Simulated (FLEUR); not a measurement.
# Anisotropy of Co (volume factor 1.04 on the database's cell) with FLEUR

Aim: the anisotropy of Co (volume factor 1.04 on the database's cell) from single passes in the potential of one collinear state.

Method: PBE; all-electron FLAPW, Dirac cores, scalar-relativistic bands, in FLEUR MaX-R8.1.

**1. Starting point**

It takes space group P6_3/mmc (No. 194, hexagonal). Conventional cell: a = 2.540 Å, b = 2.540 Å, c = 4.123 Å, α = 90.00°, β = 90.00°, γ = 120.00°. Co has 12 Co at 2.53 to 2.54 Å nearest.

Coordinates:

```xyz
2
Lattice="2.5404 0.0000 0.0000 -1.2702 2.2000 0.0000 0.0000 0.0000 4.1235" Properties=species:S:1:pos:R:3 pbc="T T T"
Co    0.0000    1.4667    1.0309
Co    1.2702    0.7333    3.0926
```

The cell is strained on purpose: volume factor 1.04 on the database's cell.

**2. Reference state**

The force theorems are single passes in this state's potential, so it has to be converged first.

No symmetry is used, so that later steps may turn the spins freely; k and −k are joined. inpgen writes inp.xml from crystal.txt; cutoffs, mixing, functional, smearing and local orbitals are then set in the file. The k list scf (kpts.xml, not shown) is a Γ-centred 12×12×12 mesh; where the ranks do not divide the number of points, some are split in two of half the weight.

Input file inp.xml:

```
<?xml version="1.0" encoding="UTF-8" standalone="no"?>
<fleurInput fleurInputVersion="0.39">
   <comment>
      Co
   </comment>
   <calculationSetup>
      <cutoffs Kmax="3.6" Gmax="10.8" GmaxXC="10.8" numbands="0"/>
      <scfLoop itmax="110" minDistance="0.00002" maxIterBroyd="15" imix="Anderson" alpha="0.05" precondParam="0.0" spinf="2.0" sdNocoIR="T"/>
      <coreElectrons ctail="F" frcor="F" kcrel="0" coretail_lmax="0"/>
      <xcFunctional name="pbe" relativisticCorrections="F"/>
      <magnetism jspins="2" l_noco="F" l_ss="F">
         <qss>0.0 0.0 0.0</qss>
         <mtNocoParams l_mperp="F" l_mtNocoPot="F" l_relaxSQA="F" mag_mixing_scheme="0" mix_RelaxWeightOffD="1.0" l_constrained="F" mix_constr="1.0"/>
         <sourceFreeMag l_sourceFree="F" l_scaleMag="F" mag_scale="1.0"/>
      </magnetism>
      <soc l_soc="F" theta="0.0" phi="0.0" spav="F"/>
      <expertModes spex="0" secvar="F"/>
      <geometryOptimization l_f="F" forcealpha="1.0" forcemix="BFGS" epsdisp="0.00001" epsforce="0.00001"/>
      <ldaU l_linMix="F" mixParam="0.05" spinf="1.0"/>
   </calculationSetup>
   <cell>
      <bzIntegration valenceElectrons="34.0" mode="hist" fermiSmearingEnergy="0.00183747">
         <kPointListSelection listName="scf"/>
         <xi:include xmlns:xi="http://www.w3.org/2001/XInclude" href="kpts.xml"> </xi:include>
      </bzIntegration>
      <xi:include xmlns:xi="http://www.w3.org/2001/XInclude" href="sym.xml"> </xi:include>
      <bulkLattice scale="1.0">
         <bravaisMatrix>
            <row-1>    4.8006524840712004    -0.0000000056313839     0.0000000000000000</row-1>
            <row-2>   -2.4003262371506580     4.1574870087768652     0.0000000000000000</row-2>
            <row-3>    0.0000000000000000     0.0000000000000000     7.7922052858387589</row-3>
         </bravaisMatrix>
      </bulkLattice>
   </cell>
   <atomSpecies>
      <species name="Cobalt (Co2.000" element="Co" atomicNumber="27">
         <mtSphere radius="2.33" gridPoints="771" logIncrement="0.016"/>
         <atomicCutoffs lmax="8" lnonsphr="6"/>
         <electronConfig flipSpins="F">
            <coreConfig>(1s1/2) (2s1/2) (2p1/2) (2p3/2)</coreConfig>
            <valenceConfig>(3s1/2) (3p1/2) (3p3/2) (4s1/2) (3d3/2) (3d5/2)</valenceConfig>
            <stateOccupation state="(3d3/2)" spinUp="1.5" spinDown="1.3"/>
            <stateOccupation state="(3d5/2)" spinUp="3.0" spinDown="1.2"/>
         </electronConfig>
         <energyParameters s="4" p="4" d="3" f="4"/>
         <lo type="SCLO" l="0" n="3" eDeriv="0"/>
         <lo type="SCLO" l="1" n="3" eDeriv="0"/>
      </species>
   </atomSpecies>
   <atomGroups>
      <atomGroup species="Cobalt (Co2.000">
         <relPos label="                   1">1.000/3.000 -1.000/3.000 1.000/4.000</relPos>
         <force calculate="T" relaxXYZ="TTT"/>
         <nocoParams  alpha="0.0" beta="0.0"/>
      </atomGroup>
      <atomGroup species="Cobalt (Co2.000">
         <relPos label="                   2">-1.000/3.000 1.000/3.000 -1.000/4.000</relPos>
         <force calculate="T" relaxXYZ="TTT"/>
         <nocoParams  alpha="0.0" beta="0.0"/>
      </atomGroup>
   </atomGroups>
   <output dos="F" band="F" slice="F">
      <bandDOS minEnergy="-.5*Htr" maxEnergy="0.5*Htr" sigma="0.015" storeEVData="T"/>
      <plotting iplot="0" polar="F">
         <plot TwoD="T" vec1="  1.0  0.0  0.0" vec2="  0.0  1.0  0.0" vec3="  0.0  0.0  1.0" zero="  0.0  0.0  0.0" file="plot"/>
      </plotting>
      <moessbauerParams electricFieldGradient="F" isomerShift="F" coreHyperfine="F" valenceHyperfine="F"/>
   </output>
</fleurInput>
```

Input file crystal.txt:

```
Co
&input film=F cartesian=F /
2.54039589207  -0.00000000298  0.00000000000
-1.27019794345  2.20004737970  0.00000000000
0.00000000000  0.00000000000  4.12345746000
1.8897261246
1.0 1.0 1.0

2
27 0.33333333333  0.66666666667  0.25000000000 : 2.000
27 0.66666666667  0.33333333333  0.75000000000 : 2.000

&kpt div1=12 div2=12 div3=12 gamma=T /
```

The run is started by

```console
$ OMP_NUM_THREADS=1 inpgen -f crystal.txt -nosym -noco > inpgen.log  # inp.xml is then edited as shown
$ OMP_NUM_THREADS=1 mpirun -n 8 fleur_MPI > fleur.log
```

The log of the run:

```text
Welcome to FLEUR        (www.flapw.de)
      MaX-Release 8.1          (www.max-centre.eu)

 ========== k-point set info ==========
 Selected k-point list: scf
 k-point list type: mesh
 0 x 0 x 0
 Number of k points: 872

 ------------Calculation Setup---------------------------
 Number of MPI-tasks      :            8
 Number of PE/node        :            8
 Number of OMP-threads    :            1
 k-points in parallel     :            8
 pe's per k-point         :            1
 No of k-point loops      :          109
 Eigenvalue solver        :       lapack
 Number of basis functions:          147
 Approximate size of matrices (H+S) per k-point:         0.001 GB
 --------------------------------------------------------
 Iteration:     1   Distance:       7.26469557 me/bohr^3
 Iteration:     2   Distance:       6.08225466 me/bohr^3
 Iteration:     3   Distance:       2.75883990 me/bohr^3
 Iteration:     4   Distance:       0.83736138 me/bohr^3
 Iteration:     5   Distance:       0.81628280 me/bohr^3
 Iteration:     6   Distance:       0.41937216 me/bohr^3
 Iteration:     7   Distance:       0.39945886 me/bohr^3
 Iteration:     8   Distance:       0.11050716 me/bohr^3
 Iteration:     9   Distance:       0.10584017 me/bohr^3
 Iteration:    10   Distance:       0.03742048 me/bohr^3
 Iteration:    11   Distance:       0.00464192 me/bohr^3
 Iteration:    12   Distance:       0.00455780 me/bohr^3
 Iteration:    13   Distance:       0.00045888 me/bohr^3
 Iteration:    14   Distance:       0.00034078 me/bohr^3
 Iteration:    15   Distance:       0.00015849 me/bohr^3
 Iteration:    16   Distance:       0.00012541 me/bohr^3
 Iteration:    17   Distance:       0.00006682 me/bohr^3
 Iteration:    18   Distance:       0.00003784 me/bohr^3
 Iteration:    19   Distance:       0.00002545 me/bohr^3
 Iteration:    20   Distance:       0.00001327 me/bohr^3

 ********************************************************************
 Run finished successfully
 Stop message:
   all done
 ********************************************************************

--- out.xml (last complete iteration) ---
<iteration numberForCurrentRun="   20" overallNumber="   20">
         <energyParameters units="Htr">
            <atomicEP atomType="1" spin="1" branch="4s" branchLowest="-3.20" branchHighest="1.66" value="0.1928017641"/>
            <atomicEP atomType="1" spin="1" branch="4p" branchLowest="-1.84" branchHighest="2.24" value="0.3322338061"/>
            <atomicEP atomType="1" spin="1" branch="3d" branchLowest="-9.99" branchHighest="0.34" value="0.2373083317"/>
            <atomicEP atomType="1" spin="1" branch="4f" branchLowest="-9.99" branchHighest="3.47" value="0.6511356161"/>
            <loAtomicEP atomType="1" spin="1" branch="3s" branchLowest="-32.45" branchHighest="-3.20" value="-3.2060764487"/>
            <loAtomicEP atomType="1" spin="1" branch="3p" branchLowest="-27.71" branchHighest="-1.84" value="-1.8561976662"/>
            <atomicEP atomType="2" spin="1" branch="4s" branchLowest="-3.20" branchHighest="1.66" value="0.1928017641"/>
            <atomicEP atomType="2" spin="1" branch="4p" branchLowest="-1.84" branchHighest="2.24" value="0.3322338062"/>
            <atomicEP atomType="2" spin="1" branch="3d" branchLowest="-9.99" branchHighest="0.34" value="0.2373083317"/>
            <atomicEP atomType="2" spin="1" branch="4f" branchLowest="-9.99" branchHighest="3.47" value="0.6511356161"/>
            <loAtomicEP atomType="2" spin="1" branch="3s" branchLowest="-32.45" branchHighest="-3.20" value="-3.2060764487"/>
            <loAtomicEP atomType="2" spin="1" branch="3p" branchLowest="-27.71" branchHighest="-1.84" value="-1.8561976662"/>
            <atomicEP atomType="1" spin="2" branch="4s" branchLowest="-3.12" branchHighest="1.71" value="0.1790689061"/>
            <atomicEP atomType="1" spin="2" branch="4p" branchLowest="-1.77" branchHighest="2.28" value="0.3123487132"/>
            <atomicEP atomType="1" spin="2" branch="3d" branchLowest="-9.99" branchHighest="0.42" value="0.2926367720"/>
            <atomicEP atomType="1" spin="2" branch="4f" branchLowest="-9.99" branchHighest="3.51" value="0.6268807344"/>
            <loAtomicEP atomType="1" spin="2" branch="3s" branchLowest="-32.42" branchHighest="-3.12" value="-3.1270479016"/>
            <loAtomicEP atomType="1" spin="2" branch="3p" branchLowest="-27.68" branchHighest="-1.77" value="-1.7792952128"/>
            <atomicEP atomType="2" spin="2" branch="4s" branchLowest="-3.12" branchHighest="1.71" value="0.1790689061"/>
            <atomicEP atomType="2" spin="2" branch="4p" branchLowest="-1.77" branchHighest="2.28" value="0.3123487132"/>
            <atomicEP atomType="2" spin="2" branch="3d" branchLowest="-9.99" branchHighest="0.42" value="0.2926367720"/>
            <atomicEP atomType="2" spin="2" branch="4f" branchLowest="-9.99" branchHighest="3.51" value="0.6268807344"/>
            <loAtomicEP atomType="2" spin="2" branch="3s" branchLowest="-32.42" branchHighest="-3.12" value="-3.1270479015"/>
            <loAtomicEP atomType="2" spin="2" branch="3p" branchLowest="-27.68" branchHighest="-1.77" value="-1.7792952128"/>
         </energyParameters>
         <bandgap value="0.0000001021" units="eV"/>
         <sumValenceSingleParticleEnergies value="-30.1904783147" units="Htr"/>
         <FermiEnergy value="0.3240041694" units="Htr"/>
         <valenceDensity>
            <mtCharges spin="1">
               <mtCharge atomType="1" total="8.9168307" s="1.2145919" p="3.1872641" d="4.4958577" f="0.0142452"/>
               <mtCharge atomType="2" total="8.9168307" s="1.2145919" p="3.1872641" d="4.4958577" f="0.0142452"/>
            </mtCharges>
            <mtCharges spin="2">
               <mtCharge atomType="1" total="7.1652710" s="1.2241131" p="3.2334988" d="2.6894866" f="0.0139329"/>
               <mtCharge atomType="2" total="7.1652710" s="1.2241131" p="3.2334988" d="2.6894866" f="0.0139329"/>
            </mtCharges>
            <spinDependentCharge spin="1" total="18.6862360" interstitial="0.8525745" mtSpheres="17.8336614"/>
            <spinDependentCharge spin="2" total="15.3137640" interstitial="0.9832220" mtSpheres="14.3305420"/>
            <totalCharge value="34.0000000000"/>
         </valenceDensity>
         <coreStates atomType="     1" atomicNumber=" 27" spin="1" kinEnergy="    624.7466468614" eigValSum="   -393.9743584509" lostElectrons=" 0.000000">
            <state n="1" l="0" j="0.5" energy="-278.3895735131" weight="1.0000000000"/>
            <state n="2" l="0" j="0.5" energy="-32.4548278178" weight="1.0000000000"/>
            <state n="2" l="1" j="0.5" energy="-28.0728864554" weight="1.0000000000"/>
            <state n="2" l="1" j="1.5" energy="-27.5285353323" weight="2.0000000000"/>
         </coreStates>
         <coreStates atomType="     1" atomicNumber=" 27" spin="2" kinEnergy="    625.1229626707" eigValSum="   -393.8524993328" lostElectrons=" 0.000000">
            <state n="1" l="0" j="0.5" energy="-278.3899000918" weight="1.0000000000"/>
            <state n="2" l="0" j="0.5" energy="-32.4173051332" weight="1.0000000000"/>
            <state n="2" l="1" j="0.5" energy="-28.0452505756" weight="1.0000000000"/>
            <state n="2" l="1" j="1.5" energy="-27.5000217661" weight="2.0000000000"/>
         </coreStates>
         <coreStates atomType="     2" atomicNumber=" 27" spin="1" kinEnergy="    624.7466468614" eigValSum="   -393.9743584507" lostElectrons=" 0.000000">
            <state n="1" l="0" j="0.5" energy="-278.3895735131" weight="1.0000000000"/>
            <state n="2" l="0" j="0.5" energy="-32.4548278177" weight="1.0000000000"/>
            <state n="2" l="1" j="0.5" energy="-28.0728864553" weight="1.0000000000"/>
            <state n="2" l="1" j="1.5" energy="-27.5285353323" weight="2.0000000000"/>
         </coreStates>
         <coreStates atomType="     2" atomicNumber=" 27" spin="2" kinEnergy="    625.1229626707" eigValSum="   -393.8524993326" lostElectrons=" 0.000000">
            <state n="1" l="0" j="0.5" energy="-278.3899000918" weight="1.0000000000"/>
            <state n="2" l="0" j="0.5" energy="-32.4173051332" weight="1.0000000000"/>
            <state n="2" l="1" j="0.5" energy="-28.0452505756" weight="1.0000000000"/>
            <state n="2" l="1" j="1.5" energy="-27.5000217660" weight="2.0000000000"/>
         </coreStates>
         <allElectronCharges>
            <spinDependentCharge spin="1" total="28.6862360" interstitial="0.8525745" mtSpheres="27.8336614"/>
            <spinDependentCharge spin="2" total="25.3137640" interstitial="0.9832220" mtSpheres="24.3305420"/>
            <totalCharge value="54.0000000001"/>
         </allElectronCharges>
         <magneticMomentsInMTSpheres units="muBohr">
            <globalMagMoment atomType="1" vec="0.00000   0.00000   1.75156"/>
            <localMagMoment atomType="1" vec="0.00000   0.00000   1.75156"/>
            <globalMagMoment atomType="2" vec="0.00000   0.00000   1.75156"/>
            <localMagMoment atomType="2" vec="0.00000   0.00000   1.75156"/>
         </magneticMomentsInMTSpheres>
         <moessbauerParams unitsHFF="kG" unitsIS="e/bohr^3" unitsEFG="Htr/bohr^2">
         </moessbauerParams>
         <totalEnergy value="    -2786.9515030740" units="Htr">
            <sumOfEigenvalues value="    -1605.8441938816">
               <coreElectrons value="-1575.6537155670"/>
               <valenceElectrons value="-30.1904783147"/>
            </sumOfEigenvalues>
            <densityCoulombPotentialIntegral value="-4278.9187419722"/>
            <densityEffectivePotentialIntegral value="-4433.9262292362"/>
            <chargeDenXCDenIntegral value="-119.3693404031"/>
            <FockExchangeEnergyValence value="0.0000000000"/>
            <FockExchangeEnergyCore value="0.0000000000"/>
            <atomTypeDependentContributions atomType="1">
               <electronNucleiInteractionDifferentMTs value="1668.4612958153"/>
               <MadelungTerm value="-9.6411177041"/>
            </atomTypeDependentContributions>
            <atomTypeDependentContributions atomType="2">
               <electronNucleiInteractionDifferentMTs value="1668.4612958162"/>
               <MadelungTerm value="-9.6411177039"/>
            </atomTypeDependentContributions>
            <tkbTimesEntropy value="0.0005687853"/>
            <freeEnergy value="-2786.9520718594"/>
            <extrapolationTo0K value="-2786.9517874667"/>
         </totalEnergy>
         <densityConvergence units="me/bohr^3">
            <chargeDensity spin="1" distance="0.0000076405"/>
            <chargeDensity spin="2" distance="0.0000090380"/>
            <overallChargeDensity distance="0.0000102012"/>
            <spinDensity distance="0.0000132688"/>
         </densityConvergence>
      </iteration>
```

Elapsed: 83 s, on 8 MPI ranks of Arm Neoverse V2, shared host; peak memory 0.8 GiB; 11 min of CPU time.

Read from the output:

```yaml
free_energy: -75836.8293 eV
program_s_band_gap_on_this_mesh_in_a_metal_only_a_level_spacing: 1.02e-7 eV
magnetization: 3.373 μB
final_state: ferromagnetic
largest_moment: 1.752 μB
```

After 20 cycles the largest moment stands at 1.75 μB.

**3. Anisotropy by the force theorem, rung 1**

Anisotropy is a small difference, so it is taken from sums over occupied states at a frozen potential, where most errors cancel.

One pass with spin–orbit coupling for each direction, from the saved density. Inversion lets half of the mesh serve, which the program's warning doesn't know. The k list mae (kpts.xml, not shown) is a Γ-centred 17×17×9 mesh.

inp.xml, as its differences from that of step 2:

```diff
@@ -6,4 +6,4 @@
    <calculationSetup>
-      <cutoffs Kmax="3.6" Gmax="10.8" GmaxXC="10.8" numbands="0"/>
-      <scfLoop itmax="110" minDistance="0.00002" maxIterBroyd="15" imix="Anderson" alpha="0.05" precondParam="0.0" spinf="2.0" sdNocoIR="T"/>
+      <cutoffs Kmax="3.6" Gmax="10.8" GmaxXC="10.8" numbands="74"/>
+      <scfLoop itmax="1" minDistance="0.00002" maxIterBroyd="15" imix="Anderson" alpha="0.05" precondParam="0.0" spinf="2.0" sdNocoIR="T"/>
       <coreElectrons ctail="F" frcor="F" kcrel="0" coretail_lmax="0"/>
@@ -15,3 +15,3 @@
       </magnetism>
-      <soc l_soc="F" theta="0.0" phi="0.0" spav="F"/>
+      <soc l_soc="T" theta="0.0" phi="0.0" spav="F"/>
       <expertModes spex="0" secvar="F"/>
@@ -22,3 +22,3 @@
       <bzIntegration valenceElectrons="34.0" mode="hist" fermiSmearingEnergy="0.00183747">
-         <kPointListSelection listName="scf"/>
+         <kPointListSelection listName="mae"/>
          <xi:include xmlns:xi="http://www.w3.org/2001/XInclude" href="kpts.xml"> </xi:include>
@@ -68,2 +68,5 @@
    </output>
+   <forceTheorem>
+      <MAE theta="0.0 1.5707963 1.5707963 0.7853982" phi="0.0 0.0 0.5235988 0.0"/>
+   </forceTheorem>
 </fleurInput>
```

The run is started by

```console
$ OMP_NUM_THREADS=1 mpirun -n 8 fleur_MPI -warn_only > fleur.log
```

The log of the run:

```text
[banner, memory and clock lines left out]
Welcome to FLEUR        (www.flapw.de)
      MaX-Release 8.1          (www.max-centre.eu)
************FLEUR-Warning*****************
Error message: k-point set is not compatible to missing time-reversal symmetry in calculation.
Error occurred in subroutine: gen_bz
Error from PE:0/8
Other PEs with error messages:
     1-k-point set is not compatible to missing time-reversal symmetry in calculation.
     3-k-point set is not compatible to missing time-reversal symmetry in calculation.
     4-k-point set is not compatible to missing time-reversal symmetry in calculation.
     5-k-point set is not compatible to missing time-reversal symmetry in calculation.
     6-k-point set is not compatible to missing time-reversal symmetry in calculation.
*****************************************

 ========== k-point set info ==========
 Selected k-point list: mae
 k-point list type: mesh
 0 x 0 x 0
 Number of k points: 1304

 [... set-up left out ...]
 ********************************************************************
 Run finished successfully
 Stop message:
   Forcetheorem MAE
 ********************************************************************

--- out.xml (force theorem) ---
<Forcetheorem_MAE Angles="4" units="Htr">
            <Angle theta="0.0000000" phi="0.0000000" ev-sum="-30.192104989"/>
            <Angle theta="1.5707963" phi="0.0000000" ev-sum="-30.192100592"/>
            <Angle theta="1.5707963" phi="0.5235988" ev-sum="-30.192100602"/>
            <Angle theta="0.7853982" phi="0.0000000" ev-sum="-30.192102847"/>
         </Forcetheorem_MAE>
```

Elapsed: 43 s, on 8 MPI ranks; peak memory 1.4 GiB; 5.7 min of CPU time.

Anisotropy energies, by row:

```
                              axis       x    y       z  band energy less the first axis' (meV a cell)
                             [001]       0    0       1                                              0
                             [100]       1    0       0                                         0.1196
                             [210]   0.866  0.5       0                                         0.1194
45 degrees from [001] toward [100]  0.7071    0  0.7071                                        0.05829
```

Indices are those of the standard conventional cell; x, y, z give the same directions in the axes of the input.

[end of part 1 of 2]

[Logs and program files are shortened in this print: banners, set-up blocks, solver, clock and traceback lines can be left out without a mark of their own.]

[Logs are printed without paths, hosts, clocks, repeated set-up lines and the standing remarks that a program may print on its own settings, such as how far it seeks lower states.]

[Hosts, paths, dates, database ids (printed as entryN), source tags and the programs' standing remarks are cut or masked in the printed files.]

[Where a cell is said to come from a database of computed structures, the database is the Materials Project.]
